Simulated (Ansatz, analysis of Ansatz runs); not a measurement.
# A hop of S in Y4S3N2 (C2/m), charge 0, part 2 of 4

Aim: the barrier of one jump in Y4S3N2 (C2/m) at charge 0: V_S hop (3.8 Å). The model is a cell of 54 host atoms with 1 S taken out; S is the atom that moves.

Ansatz 0.2.0; plane-wave PAW DFT, PBEsol; nudged elastic band between two relaxed defect structures.

So far: The structure; Relaxation of the start point, charge 0; Relaxation of the end point, charge 0.

## (4) Nudged elastic band, charge 0

5 movable images are laid between the ends on a pair-potential path, which keeps atoms from colliding in the first guess. Each image feels the true force across the path and a spring force along it. The highest image is set to climb to the top of the path.

This step: plane-wave PAW DFT, PBEsol; nudged elastic band between two relaxed defect structures.

The input, q0.neb/input.yaml:

```yaml
crystal:
  lattice:
    - [12.77813411, 0.0, -0.02476517]
    - [0.0, 11.37446657, 0.0]
    - [-6.06062451, 0.0, 7.65368011]
  atoms:
    - { symbol: "Y", position: [0.26053171, 0.16704724, 0.65015438] }
    - { symbol: "Y", position: [0.7585598, -0.00017308, 0.64765466] }
    - { symbol: "Y", position: [0.24135332, 0.00030729, 0.35187392] }
    - { symbol: "Y", position: [0.73934307, 0.16683094, 0.34954871] }
    - { symbol: "Y", position: [0.43501989, 7.993e-05, 0.14269885] }
    - { symbol: "Y", position: [0.93583561, 0.16688194, 0.14395536] }
    - { symbol: "Y", position: [0.06377031, 0.16701599, 0.85532992] }
    - { symbol: "Y", position: [0.56484188, 6.304e-05, 0.85679305] }
    - { symbol: S, position: [-3.536e-05, 2.673e-05, -0.0002265] }
    - { symbol: S, position: [0.4999978, 0.16719487, -0.00047746] }
    - { symbol: S, position: [0.17210201, 4.4e-05, 0.78083172] }
    - { symbol: S, position: [0.67194072, 0.16750311, 0.7814772] }
    - { symbol: S, position: [0.32794192, 0.16738482, 0.21816058] }
    - { symbol: S, position: [0.82775202, 0.00010819, 0.21864362] }
    - { symbol: "N", position: [0.14471343, 0.16709411, 0.36052302] }
    - { symbol: "N", position: [0.64368275, 0.00017819, 0.35914139] }
    - { symbol: "N", position: [0.35616545, -6.966e-05, 0.64035141] }
    - { symbol: "N", position: [0.85502383, 0.16727486, 0.63907388] }
    - { symbol: "Y", position: [0.26070925, 0.50006478, 0.65147979] }
    - { symbol: "Y", position: [0.75785133, 0.33390018, 0.64591754] }
    - { symbol: "Y", position: [0.24195347, 0.33353073, 0.35359876] }
    - { symbol: "Y", position: [0.73910393, 0.49996388, 0.34797683] }
    - { symbol: "Y", position: [0.43333052, 0.33405495, 0.14046711] }
    - { symbol: "Y", position: [0.93685405, 0.49992881, 0.14483792] }
    - { symbol: "Y", position: [0.06306475, 0.50015406, 0.85466702] }
    - { symbol: "Y", position: [0.56667834, 0.3342477, 0.85876855] }
    - { symbol: S, position: [4.313e-05, 0.33356029, -0.00013015] }
    - { symbol: S, position: [0.17385208, 0.3341953, 0.78354184] }
    - { symbol: S, position: [0.67435274, 0.50019125, 0.78334902] }
    - { symbol: S, position: [0.32539842, 0.49992029, 0.21600117] }
    - { symbol: S, position: [0.82488366, 0.33433184, 0.2142385] }
    - { symbol: "N", position: [0.14519653, 0.50009519, 0.36288178] }
    - { symbol: "N", position: [0.64217778, 0.33472656, 0.35543584] }
    - { symbol: "N", position: [0.3574983, 0.3347342, 0.64393719] }
    - { symbol: "N", position: [0.85466906, 0.5000398, 0.63657686] }
    - { symbol: "Y", position: [0.26051488, 0.83340536, 0.64996462] }
    - { symbol: "Y", position: [0.7579237, 0.66653825, 0.64586358] }
    - { symbol: "Y", position: [0.24204334, 0.66622803, 0.35365452] }
    - { symbol: "Y", position: [0.73929375, 0.83307931, 0.34930651] }
    - { symbol: "Y", position: [0.43313489, 0.6658685, 0.14061429] }
    - { symbol: "Y", position: [0.93612234, 0.83306941, 0.14424321] }
    - { symbol: "Y", position: [0.06402711, 0.83320051, 0.85554031] }
    - { symbol: "Y", position: [0.56646776, 0.66601848, 0.85904509] }
    - { symbol: S, position: [-0.00019548, 0.66653405, -0.00037919] }
    - { symbol: S, position: [0.49984636, 0.83296986, -4.237e-05] }
    - { symbol: S, position: [0.17505028, 0.66582865, 0.78540305] }
    - { symbol: S, position: [0.67192712, 0.83272035, 0.78139792] }
    - { symbol: S, position: [0.32793827, 0.83256744, 0.21801177] }
    - { symbol: S, position: [0.82614067, 0.66596114, 0.216168] }
    - { symbol: "N", position: [0.14483722, 0.83282105, 0.3604126] }
    - { symbol: "N", position: [0.64232051, 0.66541607, 0.35551006] }
    - { symbol: "N", position: [0.35765505, 0.66541436, 0.64413579] }
    - { symbol: "N", position: [0.85515833, 0.83300853, 0.63895576] }
basis:
  ecutwfc: 420
  xc_grid: 2
hamiltonian:
  xc: pbesol
kpoints:
  mp_grid: { grid: [1, 1, 1], shift: [0.25, 0.25, 0.25] }
scf:
  occupations: { method: fixed }
  max_iter: 100
output:
  forces: true
neb:
  images: 5
  f_tol: 0.04
  climbing: true
  initial_path: idpp
  max_iterations: 45
  order_check: false
  final_atoms:
    - { symbol: "Y", position: [0.26044865, 0.16700026, 0.64991209] }
    - { symbol: "Y", position: [0.7578706, 0.0001594, 0.64578703] }
    - { symbol: "Y", position: [0.24206807, -0.00013502, 0.35368617] }
    - { symbol: "Y", position: [0.73928931, 0.16675491, 0.34927074] }
    - { symbol: "Y", position: [0.43311465, -0.00051484, 0.1406259] }
    - { symbol: "Y", position: [0.93608648, 0.16669683, 0.14409762] }
    - { symbol: "Y", position: [0.06397938, 0.16685097, 0.85549257] }
    - { symbol: "Y", position: [0.56653622, -0.0003434, 0.85909605] }
    - { symbol: S, position: [-0.00018727, 0.00013062, -0.00043612] }
    - { symbol: S, position: [0.49979655, 0.16661846, -8.088e-05] }
    - { symbol: S, position: [0.17488978, -0.00055404, 0.7851712] }
    - { symbol: S, position: [0.67189396, 0.16630049, 0.78134013] }
    - { symbol: S, position: [0.32799935, 0.16622938, 0.2181101] }
    - { symbol: S, position: [0.82590458, -0.0004553, 0.21576634] }
    - { symbol: "N", position: [0.14484658, 0.16637523, 0.36041139] }
    - { symbol: "N", position: [0.64227603, -0.00098441, 0.35538345] }
    - { symbol: "N", position: [0.35767965, -0.00097777, 0.64415421] }
    - { symbol: "N", position: [0.8550942, 0.16657428, 0.63891007] }
    - { symbol: "Y", position: [0.26051474, 0.50057035, 0.65011112] }
    - { symbol: "Y", position: [0.75849127, 0.33355562, 0.6475716] }
    - { symbol: "Y", position: [0.2413211, 0.3338456, 0.351783] }
    - { symbol: "Y", position: [0.73940407, 0.50043464, 0.34949957] }
    - { symbol: "Y", position: [0.43501748, 0.33372797, 0.1426778] }
    - { symbol: "Y", position: [0.93583868, 0.50049968, 0.14390934] }
    - { symbol: "Y", position: [0.06369863, 0.50068989, 0.85521745] }
    - { symbol: "Y", position: [0.56481636, 0.33364002, 0.85670263] }
    - { symbol: S, position: [-8.36e-05, 0.33368234, -0.00031536] }
    - { symbol: S, position: [0.17214528, 0.33367186, 0.78087055] }
    - { symbol: S, position: [0.67178254, 0.501107, 0.7812436] }
    - { symbol: S, position: [0.32791971, 0.50103839, 0.21806786] }
    - { symbol: S, position: [0.8275958, 0.33366363, 0.21836825] }
    - { symbol: "N", position: [0.14474785, 0.50074784, 0.36049225] }
    - { symbol: "N", position: [0.64369918, 0.33380983, 0.35910137] }
    - { symbol: "N", position: [0.3561241, 0.33351243, 0.64025529] }
    - { symbol: "N", position: [0.85490796, 0.50095888, 0.63897189] }
    - { symbol: "Y", position: [0.26072116, 0.83372128, 0.6515038] }
    - { symbol: "Y", position: [0.75764012, 0.6674583, 0.64567589] }
    - { symbol: "Y", position: [0.24194687, 0.66716222, 0.35361041] }
    - { symbol: "Y", position: [0.73910302, 0.83357319, 0.34792244] }
    - { symbol: "Y", position: [0.4332705, 0.66767238, 0.14036069] }
    - { symbol: "Y", position: [0.936838, 0.83356154, 0.144837] }
    - { symbol: "Y", position: [0.0629362, 0.83372436, 0.8545275] }
    - { symbol: "Y", position: [0.56670252, 0.66784005, 0.85879267] }
    - { symbol: S, position: [-3.805e-05, 0.66720471, -0.00018999] }
    - { symbol: S, position: [0.49999934, 0.5007374, -0.00053634] }
    - { symbol: S, position: [0.17391626, 0.66781255, 0.78361642] }
    - { symbol: S, position: [0.67437925, 0.8338446, 0.78340718] }
    - { symbol: S, position: [0.32539704, 0.83351143, 0.21597183] }
    - { symbol: S, position: [0.82487825, 0.66790528, 0.21418017] }
    - { symbol: "N", position: [0.14520243, 0.83371488, 0.36290238] }
    - { symbol: "N", position: [0.64216043, 0.66831637, 0.35525331] }
    - { symbol: "N", position: [0.35752717, 0.66834075, 0.64400089] }
    - { symbol: "N", position: [0.85457135, 0.83365179, 0.63649992] }
```

The run is started by

```console
$ ansatz run input.yaml --threads 32 --pin off --max-ram 84787MiB --backend cuda --events-out ev --progress --plain --runs-dir out --max-vram 78GiB
```

Numbers of over 12 decimals in the logs are rounded to 6 here.

The program printed:

```text
[...]
Warning: neb: disabling space-group detection — the band's intermediate images generally break the endpoint symmetry, so the full k-mesh is solved, and no spatial operation symmetrises the density, except that a semilocal band can use its path's symmetry [...]
[...]
parallel-image band execution: 3 concurrent image workers
NEB image 0
[...]
Crystal: 53 atoms, lattice volume = 1110.713 Å³
Basis set: ecut = 420 eV, 21699 PW (Γ), exchange–correlation on 180×160×144 points (8 copies of the dense FFT grid, shifted against one another)
Bands: 266, of which v1, the nominal top of the filled ones, is band 213 counted from 1 (212 counted from 0)
Symmetry: 1 space group operations
k-points: 1
[...]
SCF iter   1: F=—  HF=-110771.905195 eV  |F-HF|=—  |Δ(HF+E_count)|=         —  Δρ=7.70e-3  dr2=1.16e0  ethr=1.77e-3  ⟨swp⟩=4.0  Hψ=858  notcnv=0  defer=50
[...]
SCF iter   2: F=—  HF=-110771.683529 eV  |F-HF|=—  |Δ(HF+E_count)|=   2.22e-1  Δρ=2.98e-3  dr2=2.17e-1  ethr=2.72e-4  ⟨swp⟩=2.0  Hψ=386  notcnv=0  defer=51
[...]
SCF iter  10: F=-110771.631291 eV  HF=-110771.631291 eV  |F-HF|=1.49e-8  |Δ(HF+E_count)|=   6.61e-8  Δρ=1.32e-6  dr2=2.86e-8  ethr=2.35e-11  ⟨swp⟩=4.0  Hψ=724  notcnv=0
SCF 1 converged in 10 iterations: F = -110771.631291 eV  dr2 = 2.86e-8
[...]
NSCF: frozen V_eff on 1 k-points
NEB image 6
[...]
SCF 2 converged in 10 iterations: F = -110771.631268 eV  dr2 = 3.18e-8
[...]
NEB end point (image 0): max|allowed force component| = 1.013e-2 eV/Å (the criterion of neb.relax_end_points is 1.000e-2)
NEB end point (image 6): max|allowed force component| = 1.440e-2 eV/Å (the criterion of neb.relax_end_points is 1.000e-2)
NEB image 1
[...]
SCF 3 converged in 11 iterations: F = -110770.476752 eV  dr2 = 1.54e-8
[...]
SCF 5 converged in 11 iterations: F = -110766.861643 eV  dr2 = 1.52e-8
[...]
SCF 7 converged in 11 iterations: F = -110770.478404 eV  dr2 = 1.41e-8
[...]
SCF 9 converged in 11 iterations: F = -110768.474857 eV  dr2 = 2.66e-8
[...]
SCF 11 converged in 11 iterations: F = -110768.474967 eV  dr2 = 3.36e-8
[...]
SCF 13 converged in 9 iterations: F = -110770.810534 eV  dr2 = 6.21e-8
[...]
SCF 15 converged in 10 iterations: F = -110767.605799 eV  dr2 = 7.10e-8
[...]
SCF 17 converged in 9 iterations: F = -110770.811449 eV  dr2 = 5.80e-8
[...]
SCF 19 converged in 8 iterations: F = -110768.886880 eV  dr2 = 1.35e-8
[...]
SCF 21 converged in 8 iterations: F = -110768.886406 eV  dr2 = 1.29e-8
[...]
SCF 23 converged in 7 iterations: F = -110770.822509 eV  dr2 = 2.14e-8
[...]
SCF 25 converged in 8 iterations: F = -110767.631253 eV  dr2 = 1.25e-8
[...]
SCF 27 converged in 7 iterations: F = -110770.823242 eV  dr2 = 2.13e-8
[...]
SCF 29 converged in 7 iterations: F = -110768.894375 eV  dr2 = 6.25e-8
[...]
SCF 31 converged in 7 iterations: F = -110768.894176 eV  dr2 = 6.47e-8
[...]
SCF converged after 8 iterations
[...]
4    2.8990      2.737114                          1.427e-2
      5    3.6240      0.807337                          1.232e-2
      6    4.3491      0.000022                                 —
  climbing-image geometry (image 3):
  cell:  # Å, volume = 1110.7128 Å³
    - [12.77813411, 0.0, -0.02476517]
    - [0.0, 11.37446657, 0.0]
    - [-6.06062451, 0.0, 7.65368011]
  atoms:
    - { symbol: Y, position: [0.262543, 0.166824, 0.656615] }
    - { symbol: Y, position: [0.760912, 0.000350, 0.641462] }
    - { symbol: Y, position: [0.238432, 0.000627, 0.356837] }
    - { symbol: Y, position: [0.736608, 0.166893, 0.341865] }
    - { symbol: Y, position: [0.430066, 0.002421, 0.144107] }
    - { symbol: Y, position: [0.934606, 0.166658, 0.143059] }
    - { symbol: Y, position: [0.064506, 0.166922, 0.855376] }
    - { symbol: Y, position: [0.569308, 0.001990, 0.856301] }
    - { symbol: S, position: [-9.774225892799271e-5, 0.001440, -0.000464] }
    - { symbol: S, position: [0.499463, 0.166851, -0.000660] }
    - { symbol: S, position: [0.179038, -0.000664, 0.788583] }
    - { symbol: S, position: [0.669678, 0.166599, 0.773315] }
    - { symbol: S, position: [0.329712, 0.167156, 0.225465] }
    - { symbol: S, position: [0.820347, -0.000651, 0.210358] }
    - { symbol: N, position: [0.141996, 0.166613, 0.365291] }
    - { symbol: N, position: [0.640287, -0.002586, 0.350113] }
    - { symbol: N, position: [0.358928, -0.003137, 0.648669] }
    - { symbol: N, position: [0.857206, 0.167073, 0.633212] }
    - { symbol: Y, position: [0.265894, 0.505783, 0.654461] }
    - { symbol: Y, position: [0.761084, 0.333470, 0.641519] }
    - { symbol: Y, position: [0.238661, 0.332954, 0.356967] }
    - { symbol: Y, position: [0.731576, 0.507214, 0.342452] }
    - { symbol: Y, position: [0.429946, 0.331842, 0.142796] }
    - { symbol: Y, position: [0.935156, 0.499346, 0.146489] }
    - { symbol: Y, position: [0.064148, 0.499453, 0.853749] }
    - { symbol: Y, position: [0.569263, 0.331350, 0.855149] }
    - { symbol: S, position: [-0.000397, 0.332290, -0.000955] }
    - { symbol: S, position: [0.178740, 0.334497, 0.788470] }
    - { symbol: S, position: [0.682939, 0.491058, 0.782128] }
    - { symbol: S, position: [0.318001, 0.491501, 0.219899] }
    - { symbol: S, position: [0.820166, 0.334322, 0.210153] }
    - { symbol: N, position: [0.142654, 0.498313, 0.365399] }
    - { symbol: N, position: [0.640327, 0.336926, 0.350057] }
    - { symbol: N, position: [0.358995, 0.336177, 0.648588] }
    - { symbol: N, position: [0.857291, 0.499177, 0.632926] }
    - { symbol: Y, position: [0.265940, 0.827756, 0.654592] }
    - { symbol: Y, position: [0.768439, 0.667116, 0.658572] }
    - { symbol: Y, position: [0.230399, 0.666619, 0.339609] }
    - { symbol: Y, position: [0.731777, 0.826641, 0.342690] }
    - { symbol: Y, position: [0.430602, 0.666848, 0.180914] }
    - { symbol: Y, position: [0.935359, 0.834173, 0.146290] }
    - { symbol: Y, position: [0.064424, 0.834392, 0.853588] }
    - { symbol: Y, position: [0.564842, 0.667111, 0.809961] }
    - { symbol: S, position: [-0.000555, 0.666875, -0.000334] }
    - { symbol: S, position: [0.507170, 0.666853, 0.005146] }
    - { symbol: S, position: [0.172718, 0.666621, 0.785526] }
    - { symbol: S, position: [0.682509, 0.842606, 0.780712] }
    - { symbol: S, position: [0.317285, 0.842477, 0.218337] }
    - { symbol: S, position: [0.840665, 0.667037, 0.232452] }
    - { symbol: N, position: [0.142596, 0.835389, 0.365614] }
    - { symbol: N, position: [0.640952, 0.666968, 0.379383] }
    - { symbol: N, position: [0.355060, 0.666775, 0.619289] }
    - { symbol: N, position: [0.857355, 0.834549, 0.633116] }
```

Elapsed: 12 s, on 1 × NVIDIA GB200 with 32 threads of Arm Neoverse V2, shared host; peak memory 2.3 GiB; 48 s of CPU time.

The path, image by image:

```tsv
image	path (Å)	energy (eV)	S45: x, y, z (Å)
0	0.000	0.0000	6.387, 9.475, -0.013
1	0.725	0.8081	6.410, 8.959, -0.007
2	1.450	2.7369	6.434, 8.296, 0.012
3	2.174	3.9991	6.449, 7.585, 0.027
4	2.899	2.7371	6.435, 6.874, 0.012
5	3.624	0.8073	6.415, 6.212, -0.009
6	4.349	0.0000	6.392, 5.696, -0.016
```

Numbers from this step:

```
free energy      : -110767.6322 eV
barrier forward  : 3.999 eV
barrier backward : 3.999 eV
end less start   : 2.25e-5 eV
hop length       : 3.779 Å
```

Track of the atom that was set to move:

```tsv
image	x (Å)	y (Å)	z (Å)	nearest neighbour	distance (Å)
0	6.387	9.475	-0.013	Y	2.771
1	6.41	8.959	-0.007	Y	2.643
2	6.434	8.296	0.012	Y	2.491
3	6.449	7.585	0.027	Y	2.433
4	6.435	6.874	0.012	Y	2.489
5	6.415	6.212	-0.009	Y	2.64
6	6.392	5.696	-0.016	Y	2.771
```

The band met its tolerance of 0.04 eV/Å after 6 iterations, with image 3 on top (the start counts as 0). S45, which moves farthest between the ends, has 6 Y at 2.77 to 2.83 Å nearest at the start and 2 Y at 2.43 Å at the top.

## (5) Single point at the start point, PBEsol, denser k-mesh

Three single points on a mesh of more k-points (start, top, end) test the sampling. The start is shown; top and end are run alike.

This step: plane-wave PAW DFT, PBEsol; single point of a defect supercell on a structure of the PBEsol path.

The input, q0.start.mesh/input.yaml:

```yaml
crystal:
  lattice:
    - [12.77813411, 0.0, -0.02476517]
    - [0.0, 11.37446657, 0.0]
    - [-6.06062451, 0.0, 7.65368011]
  atoms:
    - { symbol: "Y", position: [0.26053171, 0.16704724, 0.65015438] }
    - { symbol: "Y", position: [0.7585598, -0.00017308, 0.64765466] }
    - { symbol: "Y", position: [0.24135332, 0.00030729, 0.35187392] }
    - { symbol: "Y", position: [0.73934307, 0.16683094, 0.34954871] }
    - { symbol: "Y", position: [0.43501989, 7.993e-05, 0.14269885] }
    - { symbol: "Y", position: [0.93583561, 0.16688194, 0.14395536] }
    - { symbol: "Y", position: [0.06377031, 0.16701599, 0.85532992] }
    - { symbol: "Y", position: [0.56484188, 6.304e-05, 0.85679305] }
    - { symbol: S, position: [-3.536e-05, 2.673e-05, -0.0002265] }
    - { symbol: S, position: [0.4999978, 0.16719487, -0.00047746] }
    - { symbol: S, position: [0.17210201, 4.4e-05, 0.78083172] }
    - { symbol: S, position: [0.67194072, 0.16750311, 0.7814772] }
    - { symbol: S, position: [0.32794192, 0.16738482, 0.21816058] }
    - { symbol: S, position: [0.82775202, 0.00010819, 0.21864362] }
    - { symbol: "N", position: [0.14471343, 0.16709411, 0.36052302] }
    - { symbol: "N", position: [0.64368275, 0.00017819, 0.35914139] }
    - { symbol: "N", position: [0.35616545, -6.966e-05, 0.64035141] }
    - { symbol: "N", position: [0.85502383, 0.16727486, 0.63907388] }
    - { symbol: "Y", position: [0.26070925, 0.50006478, 0.65147979] }
    - { symbol: "Y", position: [0.75785133, 0.33390018, 0.64591754] }
    - { symbol: "Y", position: [0.24195347, 0.33353073, 0.35359876] }
    - { symbol: "Y", position: [0.73910393, 0.49996388, 0.34797683] }
    - { symbol: "Y", position: [0.43333052, 0.33405495, 0.14046711] }
    - { symbol: "Y", position: [0.93685405, 0.49992881, 0.14483792] }
    - { symbol: "Y", position: [0.06306475, 0.50015406, 0.85466702] }
    - { symbol: "Y", position: [0.56667834, 0.3342477, 0.85876855] }
    - { symbol: S, position: [4.313e-05, 0.33356029, -0.00013015] }
    - { symbol: S, position: [0.17385208, 0.3341953, 0.78354184] }
    - { symbol: S, position: [0.67435274, 0.50019125, 0.78334902] }
    - { symbol: S, position: [0.32539842, 0.49992029, 0.21600117] }
    - { symbol: S, position: [0.82488366, 0.33433184, 0.2142385] }
    - { symbol: "N", position: [0.14519653, 0.50009519, 0.36288178] }
    - { symbol: "N", position: [0.64217778, 0.33472656, 0.35543584] }
    - { symbol: "N", position: [0.3574983, 0.3347342, 0.64393719] }
    - { symbol: "N", position: [0.85466906, 0.5000398, 0.63657686] }
    - { symbol: "Y", position: [0.26051488, 0.83340536, 0.64996462] }
    - { symbol: "Y", position: [0.7579237, 0.66653825, 0.64586358] }
    - { symbol: "Y", position: [0.24204334, 0.66622803, 0.35365452] }
    - { symbol: "Y", position: [0.73929375, 0.83307931, 0.34930651] }
    - { symbol: "Y", position: [0.43313489, 0.6658685, 0.14061429] }
    - { symbol: "Y", position: [0.93612234, 0.83306941, 0.14424321] }
    - { symbol: "Y", position: [0.06402711, 0.83320051, 0.85554031] }
    - { symbol: "Y", position: [0.56646776, 0.66601848, 0.85904509] }
    - { symbol: S, position: [-0.00019548, 0.66653405, -0.00037919] }
    - { symbol: S, position: [0.49984636, 0.83296986, -4.237e-05] }
    - { symbol: S, position: [0.17505028, 0.66582865, 0.78540305] }
    - { symbol: S, position: [0.67192712, 0.83272035, 0.78139792] }
    - { symbol: S, position: [0.32793827, 0.83256744, 0.21801177] }
    - { symbol: S, position: [0.82614067, 0.66596114, 0.216168] }
    - { symbol: "N", position: [0.14483722, 0.83282105, 0.3604126] }
    - { symbol: "N", position: [0.64232051, 0.66541607, 0.35551006] }
    - { symbol: "N", position: [0.35765505, 0.66541436, 0.64413579] }
    - { symbol: "N", position: [0.85515833, 0.83300853, 0.63895576] }
basis:
  ecutwfc: 420
  xc_grid: 2
hamiltonian:
  xc: pbesol
kpoints:
  mp_grid: { grid: [2, 2, 2], shift: [0.5, 0.5, 0.5] }
scf:
  occupations: { method: fixed }
  max_iter: 100
output:
  forces: true
  eigenvalues: true
checkpoint:
  write: "../q0.start.mesh.run"
  compress: false
  write_wavefunctions: false
  write_every: 100000
```

The program printed:

```text
[...]
Crystal: 53 atoms, lattice volume = 1110.713 Å³
Basis set: ecut = 420 eV, 21699 PW (Γ), exchange–correlation on 180×160×144 points (8 copies of the dense FFT grid, shifted against one another)
Bands: 266, of which v1, the nominal top of the filled ones, is band 213 counted from 1 (212 counted from 0)
Symmetry: 1 space group operations
[...]
k-points: 4 of 8 (time reversal used)
[...]
SCF iter   1: F=—  HF=-110772.158874 eV  |F-HF|=—  |Δ(HF+E_count)|=         —  Δρ=8.00e-3  dr2=1.21e0  ethr=1.77e-3  ⟨swp⟩=5.0  Hψ=3667  notcnv=0  defer=196
[...]
SCF iter   3: F=—  HF=-110771.887107 eV  |F-HF|=—  |Δ(HF+E_count)|=   3.74e-2  Δρ=1.54e-3  dr2=5.96e-2  ethr=5.16e-5  ⟨swp⟩=2.0  Hψ=1280  notcnv=0  defer=124
automatic band count: iteration 3 solves 246 bands in place of 266: the levels show a gap, and the empty bands left out lie too high to hold charge; the band table lists the bands solved (type scf.n_extra_bands for more)
SCF iter   4: F=—  HF=-110771.871576 eV  |F-HF|=—  |Δ(HF+E_count)|=   1.55e-2  Δρ=4.53e-4  dr2=4.90e-3  ethr=1.40e-5  ⟨swp⟩=3.0  Hψ=1234  notcnv=0  defer=124
[...]
SCF iter   9: F=—  HF=-110771.871159 eV  |F-HF|=—  |Δ(HF+E_count)|=   5.60e-7  Δρ=2.39e-6  dr2=1.73e-7  ethr=3.78e-10  ⟨swp⟩=2.0  Hψ=1200  notcnv=0  defer=118
[...]
SCF 1 converged in 10 iterations: F = -110771.871159 eV  dr2 = 2.97e-8
[...]
SCF converged after 10 iterations
[...]
```

Elapsed: 2 s, on 1 × NVIDIA GB200 with 32 threads; peak memory 1.3 GiB.

Numbers from this step:

```
free energy : -110771.8712 eV
```

(Continued in part 3 of 4.)

[Logs are printed without paths, hosts, clocks, repeated set-up lines and the standing remarks that a program may print on its own settings, such as how far it seeks lower states.]

[Hosts, paths, dates, database ids (printed as entryN), source tags and the programs' standing remarks are cut or masked in the printed files.]
